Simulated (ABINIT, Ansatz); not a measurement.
# Quasiparticle gap of SiC (P6_3mc) in ABINIT, part 3 of 3

How does a plane-wave GW calculation on SiC (P6_3mc) run from the first input to the gap?

ABINIT 10.8.3; PBE and many-body steps on it, plane waves. Known limits of the many-body steps: not at the basis limit.

So far. Step 4 (Empty states on the mesh, 6×6×4 mesh, 552 bands): On this mesh the gap is 2.275 eV. Step 5 (Screening, 6×6×4 mesh, 544 bands, screening to 381 eV): Local fields lower ε∞ by 9 %.

## 6. Self-energy, 6×6×4 mesh, 544 bands, screening to 381 eV

The self-energy is evaluated for the states that the input lists, and the levels follow from it, in one-shot runs by the linearised quasiparticle equation.

This step: G0W0 on PBE, plane waves, norm-conserving pseudopotentials.

run.abi

```
acell 3*1.0 Angstrom
rprim 
  3.073513928196 0.000000000001 0.000000000000
  -1.536756964099 2.661741140703 0.000000000000
  0.000000000000 0.000000000000 5.045247710000
ntypat 2
znucl 14 6
natom 4
typat 1 1 2 2
xred 
  0.333333333333 0.666666666667 0.499602400000
  0.666666666667 0.333333333333 0.999602400000
  0.333333333333 0.666666666667 0.875397600000
  0.666666666667 0.333333333333 0.375397600000
pp_dirpath "pseudos"
pseudos "Si.upf, C.upf"
ecut 37
ngkpt 6 6 4
nshiftk 1
shiftk 0 0 0
kptopt 1
chksymbreak 0
istwfk *1
occopt 1
irdwfk 1
optdriver 4
nband 544
gwcalctyp 0
ecutsigx 37
symsigma 1
nkptgw 3
kptgw 
  0.0000000000 0.0000000000 0.0000000000
  0.3333333333 0.3333333333 0.0000000000
  0.5000000000 0.0000000000 0.0000000000
bdgw 
  7 10
  6 10
  7 10
ecuteps 14
irdscr 1
ppmodel 1
indata_prefix "in"
outdata_prefix "out"
tmpdata_prefix "tmp"
```

Started as:

```console
$ OMP_NUM_THREADS=1 mpirun -n 8 abinit run.abi > log
```

Numbers of over 12 decimals in the logs are rounded to 6 here.

The program printed:

```text
.Version 10.8.3 of ABINIT. v10.8.2 released Aug 2026.

 Symmetries : space group P6_3 m c (#186); Bravais hP (primitive hexag.)
[... echo of the input left out ...]
== DATASET  1 ==================================================================
-   mpi_nproc: 8, omp_nthreads: 1 (-1 if OMP is not activated)

--- !DatasetInfo
iteration_state: {dtset: 1, }
dimensions: {natom: 4, nkpt: 21, mband: 544, nsppol: 1, nspinor: 1, nspden: 1, mpw: 3015, }
cutoff_energies: {ecut:  37.0, pawecutdg:  -1.0, }
electrons: {nelect:   1.60000000E+01, charge:   0.00000000E+00, occopt:   1.00000000E+00, tsmear:   1.00000000E-02, }

 SIGMA: Calculation of the GW corrections

 Based on a program developped by R.W. Godby, V. Olevano, G. Onida, and L. Reining.
 Incorporated in ABINIT by V. Olevano, G.-M. Rignanese, and M. Torrent.
.Using double precision arithmetic ; gwpc =  8

[... cell and pseudopotentials left out ...]
--------------------------------------------------------------------------------

 ==== K-mesh for the wavefunctions ====
 Number of points in the irreducible wedge :    21
[... list of points left out ...]
 Together with 12 symmetry operations and time-reversal symmetry
 yields   144 points in the full Brillouin Zone.

 ==== Q-mesh for screening function ====
 Number of points in the irreducible wedge :    21
[... list of points left out ...]
 Together with 12 symmetry operations and time-reversal symmetry
 yields   144 points in the full Brillouin Zone.

 vcoul_init : cutoff-mode = AUXILIARY_FUNCTION
 q-points for optical limit:   1
     1)      0.000010    0.000020    0.000030
 setmesh: FFT mesh size selected  =    27x   27x   54
          total number of points  =        39366

 Number of electrons calculated from density =   16.0000; Expected =   16.0000
 average of density, n =  0.057443
 r_s =    1.6078
 omega_plasma =   23.1193 [eV]

 === KS Band Gaps ===
  >>>> For spin  1
   Minimum direct gap =   3.9851 [eV], located at k-point      :   0.5000  0.0000  0.0000
   Fundamental gap    =   2.2753 [eV], Top of valence bands at :   0.0000  0.0000  0.0000
                                       Bottom of conduction at :   0.3333  0.3333  0.0000
 SIGMA fundamental parameters:
 PLASMON POLE MODEL  1
 number of plane-waves for SigmaX                 2973
 number of plane-waves for SigmaC and W            701
 number of plane-waves for wavefunctions          2973
 number of bands                                   544
 number of independent spin polarizations            1
 number of spinorial components                      1
 number of k-points in IBZ                          21
 number of q-points in IBZ                          21
 number of symmetry operations                      12
 number of k-points in BZ                          144
 number of q-points in BZ                          144
 number of frequencies for dSigma/dE                 9
 frequency step for dSigma/dE [eV]                0.25
 number of omega for Sigma on real axis              0
 max omega for Sigma on real axis  [eV]           0.00
 zcut for avoiding poles [eV]                     0.10

 EPSILON^-1 parameters (SCR file):
 dimension of the eps^-1 matrix on file            701
 dimension of the eps^-1 matrix used               701
 number of plane-waves for wavefunctions          2973
 number of bands                                   544
 number of q-points in IBZ                          21
 number of frequencies                               2
 number of real frequencies                          1
 number of imag frequencies                          1

 matrix elements of self-energy operator (all in [eV])

 Perturbative Calculation

--- !SelfEnergy_ee
iteration_state: {dtset: 1, }
kpoint     : [   0.000,    0.000,    0.000, ]
spin       : 1
KS_gap     :    4.820
QP_gap     :    5.756
Delta_QP_KS:    0.935
data: !SigmaeeData |
     Band     E0 <VxcDFT>   SigX SigC(E0)      Z dSigC/dE  Sig(E)    E-E0       E
        7   7.012 -15.027 -17.600   1.696   0.791  -0.264 -15.721  -0.693   6.318
        8   7.012 -15.027 -17.600   1.696   0.791  -0.264 -15.721  -0.693   6.318
        9  11.832 -12.163  -6.994  -4.869   0.806  -0.241 -11.921   0.242  12.074
       10  13.231 -12.779  -7.194  -5.350   0.792  -0.262 -12.593   0.186  13.418

--- !SelfEnergy_ee
iteration_state: {dtset: 1, }
kpoint     : [   0.333,    0.333,    0.000, ]
spin       : 1
KS_gap     :    6.117
QP_gap     :    7.228
Delta_QP_KS:    1.111
data: !SigmaeeData |
     Band     E0 <VxcDFT>   SigX SigC(E0)      Z dSigC/dE  Sig(E)    E-E0       E
        6   2.959 -13.062 -17.039   2.709   0.780  -0.282 -14.051  -0.989   1.969
        7   2.959 -13.062 -17.039   2.709   0.780  -0.282 -14.051  -0.989   1.969
        8   3.170 -13.150 -17.127   2.699   0.781  -0.281 -14.148  -0.998   2.172
        9   9.287  -9.908  -5.628  -4.142   0.824  -0.213  -9.794   0.113   9.400
       10  15.194 -12.311  -6.198  -5.571   0.792  -0.263 -11.882   0.430  15.623

--- !SelfEnergy_ee
iteration_state: {dtset: 1, }
kpoint     : [   0.500,    0.000,    0.000, ]
spin       : 1
KS_gap     :    3.985
QP_gap     :    4.973
Delta_QP_KS:    0.988
data: !SigmaeeData |
     Band     E0 <VxcDFT>   SigX SigC(E0)      Z dSigC/dE  Sig(E)    E-E0       E
        7   3.715 -12.813 -16.235   2.252   0.787  -0.270 -13.734  -0.921   2.795
        8   5.813 -14.520 -17.600   2.027   0.789  -0.268 -15.351  -0.831   4.982
        9   9.798 -10.579  -6.048  -4.339   0.821  -0.219 -10.422   0.157   9.955
       10  11.240 -11.760  -6.959  -4.476   0.809  -0.237 -11.497   0.263  11.502

== END DATASET(S) ==============================================================
================================================================================

 -outvars: echo values of variables after computation  --------
           etotal      0.0000000000E+00
            nband         544
             nkpt          21
          spgroup         186
 [... the other variables as echoed above ...]

 Calculation completed.
```

It took 10 min on 8 MPI ranks of Arm Neoverse V1, shared host; peak memory 12 GiB; 81 min of CPU time.

This step gave:

- G0W0 gap on the points computed: 3.082 eV
- starting gap on the mesh: 2.275 eV
- k of the valence top: 0, 0, 0
- k of the conduction bottom: 0.3333, 0.3333, 0
- Z at the valence top: 0.791
- Z at the conduction bottom: 0.824
- least direct G0W0 gap on the computed points: 4.973 eV

The gap on the mesh goes from 2.28 eV to 3.08 eV, a correction of +0.81 eV.

Limits: finite bands, cutoff and mesh. v1 is the top filled band, c1 the lowest empty one. Levels before and after the correction, in eV, zero at the valence-band top of each column:

```
           conduction bottom  valence top
Kohn-Sham               2.28         0.00
     G0W0               3.08         0.00
```

```
                           level  energy (eV)
Kohn-Sham                Γ v2-v1        0.000
Kohn-Sham                   Γ c1        4.820
Kohn-Sham                   Γ c2        6.220
Kohn-Sham  (0.333 0.333 0) v3-v2       -4.053
Kohn-Sham     (0.333 0.333 0) v1       -3.842
Kohn-Sham     (0.333 0.333 0) c1        2.275
Kohn-Sham     (0.333 0.333 0) c2        8.182
     G0W0                Γ v2-v1        0.000
     G0W0                   Γ c1        5.756
     G0W0                   Γ c2        7.100
     G0W0  (0.333 0.333 0) v3-v2       -4.349
     G0W0     (0.333 0.333 0) v1       -4.146
     G0W0     (0.333 0.333 0) c1        3.082
     G0W0     (0.333 0.333 0) c2        9.305
```

## 7. Where the time went

Times are wall times on 8 MPI ranks of Arm Neoverse V1, shared host, good to a factor of about two.

```
                          step    time  share  memory (GiB)
                  ground state   5.2 s    0 %          0.53
bands along the symmetry lines   8.1 s    0 %          0.51
      empty states on the mesh    70 s    3 %           4.5
                     screening  31 min   73 %           9.3
                   self-energy  10 min   24 %            12
```

## 8. Outcome

```
PBE gap              : 2.28 eV, indirect
G0W0 gap on the mesh : 3.08 eV
GW settings          : 6×6×4 mesh, 544 bands, screening to 381 eV, Godby-Needs plasmon pole
known limits         : not at the basis limit
```

In words: G0W0 moves the gap on the mesh from 2.28 eV to 3.08 eV (+0.81 eV), with Z of 0.79 and 0.82 at the edges. Local fields lower the RPA ε∞ on this mesh from 7.51 to 6.85. Only 3 of the mesh's irreducible points were corrected, so a valley elsewhere could overtake. The dearest step here is «screening». Against experiment, by G0W0@PBE: the gap of 3.08 eV lies −0.25 eV from the measured 3.33 eV (kind not stated, quoted 2020). The calculation has static nuclei and no excitons; a measured gap holds zero-point and thermal motion, which mostly lowers it. Bands and cutoff are finite, so the gap is not at the basis limit. The miss can reach some tenths of an eV and take either sign; the mesh is an error of its own. In the G0W0 run levels were corrected at 3 k points alone, so a gap called «on the mesh» is the least over those, and an edge elsewhere would be missed.

[Paths, hosts, dates, memory and timing lines, banners, echoed tables and standing remarks are left out of the program output.]

[Logs are printed without paths, hosts, clocks, repeated set-up lines and the standing remarks that a program may print on its own settings, such as how far it seeks lower states.]

[Runs of the session that timed out or met a known fault of the program may be left out.]

[Hosts, paths, dates, database ids (printed as entryN), source tags and the programs' standing remarks are cut or masked in the printed files.]

[G0W0 gaps are taken among the corrected bands and points alone; a level outside them can change the order at an edge.]

[Where Ansatz stands beside ABINIT at settings called matched, ABINIT's density can come from a denser mesh and the files from another edition; pairs whose starting gaps differed by over 0.03 eV were left out, so agreement reads better than it is.]
